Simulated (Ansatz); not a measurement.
**BiOBr (P4/nmm): the HSE06 gap against the k mesh of the hybrid**

How far can the k mesh of the hybrid be lowered for the gap of BiOBr (P4/nmm)?

Main program and level: Ansatz 0.2.0; DFT, HSE06, plane waves, PAW.

Report form: inputs, costs, results and the conclusion, without the logs.

### 1. Starting point

It takes space group P4/nmm (No. 129, tetragonal). Conventional cell: a = 3.916 Å, b = 3.916 Å, c = 8.077 Å, α = 90.00°, β = 90.00°, γ = 90.00°. Bi has 4 O at 2.32 Å and 4 Br at 3.18 Å nearest. Nearest to Br lie 4 Bi at 3.18 Å. Nearest to O lie 4 Bi at 2.32 Å. Farther neighbours, and contacts between anions beyond the nearest, are not listed.

The cell and positions come from the Crystallography Open Database and are kept as given unless a step says otherwise. The default PAW set here is soft_2. Its files were made with PBE.

### 2. k mesh of the hybrid: 2×2×2

The input, input.yaml:

```yaml
crystal:
  lattice:
    - [3.916, 0.0, 0.0]
    - [0.0, 3.916, 0.0]
    - [0.0, 0.0, 8.077]
  atoms:
    - { symbol: Bi, position: [0.0, 0.5, 0.154] }
    - { symbol: Bi, position: [0.5, 0.0, 0.846] }
    - { symbol: Br, position: [0.0, 0.5, 0.653] }
    - { symbol: Br, position: [0.5, 0.0, 0.347] }
    - { symbol: O, position: [0.0, 0.0, 0.0] }
    - { symbol: O, position: [0.5, 0.5, 0.0] }
kpoints:
  mp_grid: { grid: [2, 2, 2] }
  band_path:
    path:
      - [0.0, 0.0, 0.0]
      - [0.0, 0.5, 0.0]
      - [0.5, 0.5, 0.0]
      - [0.0, 0.0, 0.5]
      - [0.0, 0.5, 0.5]
      - [0.5, 0.5, 0.5]
      - [0.0, 0.4, 0.5]
      - [0.0, 0.0, 0.4]
    npoints: 1
hamiltonian:
  xc: hse06
scf:
  occupations: { method: fixed }
  n_extra_bands: 6
output:
  eigenvalues: true
```

The run is started by

```console
> ansatz run input.yaml --threads 4 --pin off --max-ram 18432MiB --backend cpu --events-out ev --progress --plain --runs-dir out
```

It took 18 s on 4 threads of Arm Neoverse V1, shared host; peak memory 0.91 GiB; 58 s of CPU time.

This step gave:

| Quantity | Value |
| --- | --- |
| gap | 3.022 eV |
| valence top at | k = (0.000, 0.400, 0.500) |
| conduction bottom at | Z |
| least direct gap | 3.241 eV |
| exact-exchange fraction | 0.25 |

The gap is indirect, with the least direct gap 0.22 eV higher.

### 3. k mesh of the hybrid: 4×4×2

Edit input.yaml of step 2 so:

```diff
@@ -13,3 +13,3 @@
 kpoints:
-  mp_grid: { grid: [2, 2, 2] }
+  mp_grid: { grid: [4, 4, 2] }
   band_path:
```

Wall time 42 s (4 threads); peak memory 1.7 GiB.

Read from the output:

- gap: 3.035 eV
- valence top at: k = (0.000, 0.400, 0.500)
- conduction bottom at: Z
- least direct gap: 3.279 eV

The gap is 3.035 eV, +0.013 eV from the run before at this level.

### 4. k mesh of the hybrid: 6×6×2

Edit input.yaml of step 3 so:

```diff
@@ -13,3 +13,3 @@
 kpoints:
-  mp_grid: { grid: [4, 4, 2] }
+  mp_grid: { grid: [6, 6, 2] }
   band_path:
```

Elapsed: 81 s, on 4 threads; peak memory 3 GiB.

This step gave:

```yaml
gap: 3.036 eV
valence_top_at: k = (0.000, 0.400, 0.500)
conduction_bottom_at: Z
least_direct_gap: 3.281 eV
```

The gap is 3.036 eV, as in the run before at this level.

### 5. The series

Differences are against the last row; a negative gap means that bands overlap, and a run with a band path holds that path's time. Times are wall times on 4 threads of Arm Neoverse V1, shared host, good to a factor of about two.

```csv
k mesh of the hybrid,gap (eV),direct gap (eV),gap error (eV),energy error (meV/atom),irreducible k,time
2×2×2,3.022,3.241,−0.014,+56.7,6,18 s
4×4×2,3.035,3.279,−0.0004,+1.2,12,42 s
6×6×2,3.036,3.281,+0.000,+0.0,20,81 s
```

### 6. Results

| Quantity | Value |
| --- | --- |
| 2×2×2 | 3.022 eV |
| 4×4×2 | 3.035 eV |
| 6×6×2 | 3.036 eV |

**Reading.** The gap holds to 0.02 eV from 2×2×2 on, the cheapest setting tried. At 2×2×2 the gap is off by −0.014 eV and the energy by +57 meV/atom. The gap is read over the mesh and added points near the edges, so meshes differ mainly through the density and, for a hybrid, the exchange operator.

[Long decimals in the printed logs are rounded to 6 places.]

[Logs are printed without paths, hosts, clocks, repeated set-up lines and the standing remarks that a program may print on its own settings, such as how far it seeks lower states.]

[Paths, hosts, dates, memory and timing lines, banners, echoed tables and standing remarks are left out of the program output; an Ansatz launch command may be rebuilt from the run's recorded settings. Measured values are a selection of at most five: reports struck by readers or far from the other reports are left out. None is set beside runs whose start may be inverted or whose files or cutoffs have a known fault.]

[Runs of the session that timed out or met a known fault of the program may be left out.]

[Cells called generated may have been cut or substituted from an entry of the Crystallography Open Database or the Materials Project.]

[Hosts, paths, dates, database ids (printed as entryN), source tags and the programs' standing remarks are cut or masked in the printed files.]

[Where the starting crystal was built by hand or by swapping elements, it need not be the compound's stable phase.]
